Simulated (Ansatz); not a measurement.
# La2C (built on the sites of a database entry of Sc2C): relaxing the cell for a phonon run

Wanted: the relaxed cell of La2C (built on the sites of a database entry of Sc2C).

Main program and level: Ansatz 0.2.0; DFT PBEsol, scalar-relativistic, plane waves, norm-conserving pseudopotentials.

Most raw output is cut from this account.

The structure was built from a prototype and need not be the compound's stable phase.

**1. Set-up**

The structure is trigonal, space group P-3m1 (No. 164). Conventional cell: a = 3.882 Å, b = 3.882 Å, c = 6.580 Å, α = 90.00°, β = 90.00°, γ = 120.00°. Nearest to La lie 3 C at 2.66 Å. C has 6 La at 2.66 Å nearest. Farther neighbours are not listed.

**2. A coarse first look**

A quick single point on a coarse mesh tells whether the cell has a gap and how far it is from rest, which sets the k mesh and smearing that follow.

input.yaml reads:

```yaml
crystal:
  lattice:
    - [3.88151, 0.0, 0.0]
    - [-1.94075, 3.36149, 0.0]
    - [0.0, 0.0, 6.57998]
  atoms:
    - { symbol: La, position: [0.66666667, 0.33333333, 0.71756367] }
    - { symbol: La, position: [0.33333333, 0.66666667, 0.28243633] }
    - { symbol: C, position: [0.0, 0.0, 0.5] }
kpoints:
  mp_grid: { grid: [6, 6, 4] }
hamiltonian:
  xc: pbesol
  pseudopotentials: { kind: nc }
scf:
  occupations: { method: gaussian, width: 0.1 }
output:
  forces: true
  stress: true
  eigenvalues: true
```

Command:

```
$ ansatz run input.yaml --threads 8 --pin off --max-ram 14336MiB --backend cpu --events-out ev --progress --plain --runs-dir out
```

Elapsed: 10 s, on 8 threads of Arm Neoverse N1, shared host; peak memory 0.98 GiB; 58 s of CPU time.

This step gave:

```yaml
pressure: -5.194 GPa
volume_per_atom: 28.62 Å³
gap_on_the_k_mesh: 0 eV
```

The coarse mesh shows no gap and a pressure of -5.2 GPa.

**3. Bringing the structure to rest, k-mesh 12×12×6**

Harmonic phonons are second derivatives at a point where the forces vanish, and they are wanted at zero stress, so atoms and cell are relaxed first.

Changes to input.yaml since step 2:

```diff
@@ -10,3 +10,3 @@
 kpoints:
-  mp_grid: { grid: [6, 6, 4] }
+  mp_grid: { grid: [12, 12, 6] }
 hamiltonian:
@@ -20 +20,10 @@
   eigenvalues: true
+  write_density: true
+  write_potential: true
+  elf: true
+  volumetric_format: npy
+relax:
+  adjacent_minimum: "off"
+  f_tol: 0.005
+  max_steps: 80
+  cell: { stress_tol: 0.05 }
```

The job ended after 4.9 min (8 threads; peak memory 1.5 GiB).

Step by step:

| step | energy less that of the first step (eV) | largest force component (eV/Å) | pressure (GPa) | volume (Å³) |
| --- | --- | --- | --- | --- |
| 1 | 0.0000 | 0.5627 | -5.32 | 85.85 |
| 2 | 0.0686 | 2.1082 | 5.89 | 77.19 |
| 3 | -0.1461 | 0.2928 | -2.98 | 81.83 |
| 4 | -0.2169 | 0.0282 | -0.28 | 78.58 |
| 5 | -0.2242 | 0.0843 | 0.00 | 78.36 |
| 6 | -0.2250 | 0.0050 | 0.00 | 78.88 |
| 7* | -0.2248 | 0.0049 | 0.00 | 78.88 |

Relaxation steps marked * repeat the geometry before them on a plane-wave basis chosen anew for their cell, so energy and pressure can jump there. Relaxation step 2 was tried and not accepted.

Forces are held to the 12 operations that the run works with; a distortion that breaks them can't arise in this run.

| conventional cell, symmetrised | before | after | change |
| --- | --- | --- | --- |
| a (Å) | 3.882 | 3.661 | -5.7 % |
| b (Å) | 3.882 | 3.661 | -5.7 % |
| c (Å) | 6.580 | 6.797 | +3.3 % |
| volume (Å³/atom) | 28.62 | 26.29 | -8.1 % |

The atoms that moved most (Å, as changes of fractional coordinates times the final cell):

| atom | dx | dy | dz | length |
| --- | --- | --- | --- | --- |
| La1 | 0.000 | 0.000 | -0.042 | 0.042 |
| La2 | 0.000 | 0.000 | 0.042 | 0.042 |

The relaxed structure:

```cif
data_structure
_symmetry_space_group_name_H-M 'P 1'
_symmetry_Int_Tables_number 1
_cell_length_a 3.6607
_cell_length_b 3.6607
_cell_length_c 6.7971
_cell_angle_alpha 90.000
_cell_angle_beta 90.000
_cell_angle_gamma 120.000
_cell_volume 78.88
loop_
_atom_site_label
_atom_site_type_symbol
_atom_site_fract_x
_atom_site_fract_y
_atom_site_fract_z
_atom_site_occupancy
La1 La 0.66667 0.33333 0.71137 1
La2 La 0.33333 0.66667 0.28863 1
C3 C 0.00000 0.00000 0.50000 1
```

This step gave:

| Item | Value |
| --- | --- |
| pressure | -0.004463 GPa |
| volume per atom | 26.29 Å³ |

ELF in the ac plane at fractional y = 0.333, with atoms of La within 0.2 Å of it. It is the smooth field of the valence electrons, not physical close to the nuclei.

Values, 24 rows by 14 columns, each cell a mean:
```
0.25 0.33 0.38 0.35 0.28 0.20 0.13 0.11 0.09 0.09 0.09 0.10 0.12 0.17
0.17 0.23 0.29 0.26 0.19 0.13 0.13 0.15 0.19 0.20 0.20 0.16 0.13 0.12
0.13 0.14 0.16 0.15 0.13 0.16 0.29 0.44 0.55 0.59 0.57 0.49 0.35 0.21
0.17 0.10 0.10 0.10 0.13 0.31 0.59 0.75 0.82 0.83 0.82 0.79 0.66 0.43
0.27 0.11 0.07 0.09 0.18 0.49 0.78 0.85 0.78 0.68 0.73 0.84 0.82 0.64
0.35 0.13 0.08 0.09 0.23 0.60 0.84 0.76 0.32 0.09 0.17 0.62 0.85 0.75
0.35 0.14 0.11 0.11 0.23 0.60 0.83 0.64 0.12 0.01 0.01 0.43 0.82 0.75
0.28 0.18 0.21 0.18 0.21 0.49 0.79 0.73 0.27 0.09 0.13 0.57 0.82 0.66
0.23 0.27 0.37 0.31 0.22 0.33 0.65 0.81 0.72 0.62 0.67 0.80 0.74 0.47
0.27 0.43 0.55 0.49 0.32 0.23 0.38 0.63 0.80 0.84 0.83 0.71 0.48 0.27
0.41 0.58 0.66 0.62 0.48 0.27 0.19 0.28 0.45 0.54 0.50 0.34 0.22 0.22
0.49 0.60 0.64 0.62 0.54 0.37 0.20 0.15 0.16 0.19 0.18 0.15 0.18 0.29
0.41 0.45 0.47 0.46 0.43 0.35 0.25 0.18 0.14 0.13 0.14 0.17 0.23 0.32
0.28 0.30 0.32 0.31 0.29 0.26 0.23 0.21 0.20 0.20 0.21 0.21 0.22 0.24
0.23 0.28 0.31 0.30 0.26 0.21 0.18 0.18 0.20 0.23 0.22 0.19 0.17 0.18
0.31 0.40 0.44 0.42 0.36 0.26 0.17 0.14 0.16 0.18 0.17 0.14 0.14 0.20
0.41 0.51 0.56 0.54 0.46 0.32 0.18 0.12 0.11 0.12 0.12 0.10 0.14 0.24
0.45 0.56 0.61 0.58 0.50 0.35 0.18 0.10 0.08 0.08 0.08 0.08 0.13 0.25
0.39 0.51 0.56 0.53 0.44 0.29 0.15 0.09 0.07 0.07 0.07 0.07 0.11 0.21
0.24 0.33 0.38 0.36 0.29 0.19 0.11 0.08 0.08 0.09 0.08 0.08 0.09 0.14
0.15 0.19 0.21 0.20 0.17 0.13 0.10 0.10 0.12 0.13 0.13 0.11 0.10 0.11
0.14 0.14 0.15 0.14 0.14 0.14 0.15 0.17 0.19 0.20 0.20 0.18 0.15 0.14
0.21 0.21 0.21 0.21 0.21 0.22 0.22 0.22 0.22 0.22 0.22 0.22 0.22 0.22
0.29 0.32 0.33 0.32 0.30 0.27 0.22 0.18 0.15 0.14 0.15 0.17 0.21 0.25
```
Columns run along a (3.7 Å), rows up along c (6.8 Å). Atoms in or near the plane, at fractional coordinates: La at (0.67, 0.71).

Valence density in the ac plane at fractional y = 0.333, with atoms of La within 0.2 Å of it. It is the smooth field of the valence electrons, not physical close to the nuclei.

Ten even steps from '0' (0.0 e/Å³) to '9' (1.7 e/Å³), each cell a mean:
```
00000000000000
00000000000000
00000001222110
00000024677521
00000148999962
10000279634984
10001389301795
10001279634984
10001258999963
11111124787531
11111111232211
11111100010000
11111100000000
11211100000000
12221100000000
12332100000001
23332100000001
12332100000000
12221100000000
01110000000000
00000000000000
00000000000000
00000000000000
00000000000000
```
Columns run along a (3.7 Å), rows up along c (6.8 Å). Atoms in or near the plane, at fractional coordinates: La at (0.67, 0.71).

Electrostatic potential energy in the ac plane at fractional y = 0.333, with atoms of La within 0.2 Å of it. With pseudopotentials it is smooth inside the atoms' cores, unlike the true potential.

Values in eV, 24 rows by 14 columns, each cell a mean:
```
 13  13  13  13  13  13  12  12  11  11  11  11  12  12
 12  13  13  13  13  12  11   9   8   8   8   9  10  11
 11  12  12  12  11  10   7   4   1  -1  -1   3   6   9
  9  11  12  11  10   7   1  -7 -18 -24 -21 -11  -2   5
  7  10  11  10   8   3  -9 -28 -52 -63 -58 -38 -15  -1
  5   9  10  10   7  -2 -22 -55 -82 -84 -84 -69 -34  -9
  4   9  11  10   6  -3 -29 -67 -83 -84 -84 -78 -42 -12
  5  10  11  11   7  -1 -23 -57 -80 -84 -83 -70 -35  -8
  8  11  12  12   9   3 -10 -33 -59 -69 -66 -43 -18  -2
 10  12  13  13  11   8   1  -9 -21 -28 -25 -13  -2   5
 12  13  13  13  12  11   8   5   1  -1  -1   3   7  10
 12  12  12  12  12  12  11  10   8   8   8   9  11  12
 12  11  11  11  12  12  12  12  12  12  12  12  12  12
 10   9   8   9  10  11  12  13  13  13  13  13  12  12
  7   5   4   4   6   9  11  12  12  13  13  12  11  10
  4   1  -1  -1   2   6   9  11  12  12  12  11  10   8
  2  -2  -5  -4   0   4   8  10  11  12  11  11   9   7
  2  -1  -4  -3   0   5   8  10  11  11  11  10   9   6
  5   2   0   1   3   6   9  10  11  11  11  11   9   8
  8   6   5   6   7   9  10  11  12  12  12  11  10   9
 10   9   9   9  10  10  11  12  12  12  12  12  12  11
 12  11  11  11  12  12  12  13  13  13  13  13  12  12
 13  13  13  13  13  13  13  13  13  13  13  13  13  13
 13  13  13  13  13  13  13  13  13  12  12  13  13  13
```
Columns run along a (3.7 Å; values clipped at the 3rd and 97th percentile), rows up along c (6.8 Å). Atoms in or near the plane, at fractional coordinates: La at (0.67, 0.71).

In this step the volume went from 28.62 to 26.29 Å³/atom.

**4. Relaxation, k-mesh 15×15×6**

The relaxation is repeated from its end, on the mesh and smearing that suit the cell and gap now reached.

input.yaml, the sections that differ from step 3:

```yaml
crystal:
  lattice:
    - [3.6606785945, -2.7225e-06, 0.0]
    - [-1.8303369395, 3.1702420192, 0.0]
    - [0.0, 0.0, 6.7971248218]
  atoms:
    - { symbol: La, position: [0.6666666667, 0.3333333333, 0.7113744449] }
    - { symbol: La, position: [0.3333333333, 0.6666666667, 0.2886255551] }
    - { symbol: C, position: [0.0, 0.0, 0.5] }
kpoints:
  mp_grid: { grid: [15, 15, 6] }
output:
  forces: true
  stress: true
  eigenvalues: true
# hamiltonian, scf, relax: as in step 3
```

Wall time 3.6 min (8 threads); peak memory 1.6 GiB.

The steps of the relaxation:

| step | energy less that of the first step (eV) | largest force component (eV/Å) | pressure (GPa) | volume (Å³) |
| --- | --- | --- | --- | --- |
| 1 | 0.0000 | 0.0286 | 0.07 | 78.88 |
| 2 | 0.0029 | 0.1995 | -0.38 | 78.50 |
| 3 | -0.0001 | 0.0008 | 0.01 | 78.77 |
| 4* | -0.0001 | 0.0008 | 0.01 | 78.77 |

Relaxation steps marked * repeat the geometry before them on a plane-wave basis chosen anew for their cell, so energy and pressure can jump there. Relaxation step 2 was tried and not accepted.

The run keeps the 12 symmetry operations that it works with, so distortions that break them were not tested.

| conventional cell, symmetrised | before | after | change |
| --- | --- | --- | --- |
| a (Å) | 3.661 | 3.661 | +0.0 % |
| b (Å) | 3.661 | 3.661 | +0.0 % |
| c (Å) | 6.797 | 6.786 | -0.2 % |
| volume (Å³/atom) | 26.29 | 26.26 | -0.1 % |

Final coordinates:

```
La C
1.0
     3.66117    0.00000    0.00000
    -1.83058    3.17067    0.00000
     0.00000    0.00000    6.78593
La C
2 1
Direct
  0.66667 0.33333 0.71196
  0.33333 0.66667 0.28804
  0.00000 0.00000 0.50000
```

This step gave:

```yaml
pressure: 0.01199 GPa
volume_per_atom: 26.26 Å³
```

In this step the volume went from 26.29 to 26.26 Å³/atom.

**5. Tight relaxation**

Phonons need a cell at rest on their own settings, so the relaxation is repeated with tight tolerances on forces and stress on the k mesh and occupations of the first response run.

input.yaml, the sections that differ from step 4:

```yaml
crystal:
  lattice:
    - [3.6611686526, -2.7229e-06, 0.0]
    - [-1.8305819682, 3.1706664221, 0.0]
    - [0.0, 0.0, 6.7859270861]
  atoms:
    - { symbol: La, position: [0.6666666667, 0.3333333333, 0.7119560003] }
    - { symbol: La, position: [0.3333333333, 0.6666666667, 0.2880439997] }
    - { symbol: C, position: [0.0, 0.0, 0.5] }
scf:
  occupations: { method: methfessel_paxton, width: 0.2 }
relax:
  adjacent_minimum: "off"
  f_tol: 0.001
  max_steps: 60
  cell: { stress_tol: 0.01 }
# kpoints, hamiltonian, output: as in step 4
```

Run time: 3.6 min. Hardware: 8 threads; peak memory 1.6 GiB.

Little changed from the start: no atom moved by 0.005 Å and no cell edge by 0.1 %.

This step gave:

```yaml
pressure: -0.001034 GPa
```

The largest force component left is 0.26 meV/Å and the pressure is -0.001 GPa, within the tolerances set. The cell now holds 26.26 Å³/atom.

**6. Outcome**

```yaml
space_group_after_relaxation_within_0p01_a: P-3m1
lattice_constant_a: 3.661 Å
lattice_constant_b: 3.661 Å
lattice_constant_c: 6.786 Å
volume_per_atom: 26.3 Å³
```

What this shows: The largest force component left is 0.26 meV/Å and the pressure is -0.001 GPa, within the tolerances set. The cell now holds 26.26 Å³/atom. The relaxation keeps the symmetry of its start, so it says nothing on stability against lower symmetry. Spin-orbit coupling is left out, which can matter for the heavy elements here. The starting cell was built on a prototype and not taken from a measurement, so the phase need not exist.

[Logs are printed without paths, hosts, clocks, repeated set-up lines and the standing remarks that a program may print on its own settings, such as how far it seeks lower states.]

[Hosts, paths, dates, database ids (printed as entryN), source tags and the programs' standing remarks are cut or masked in the printed files.]
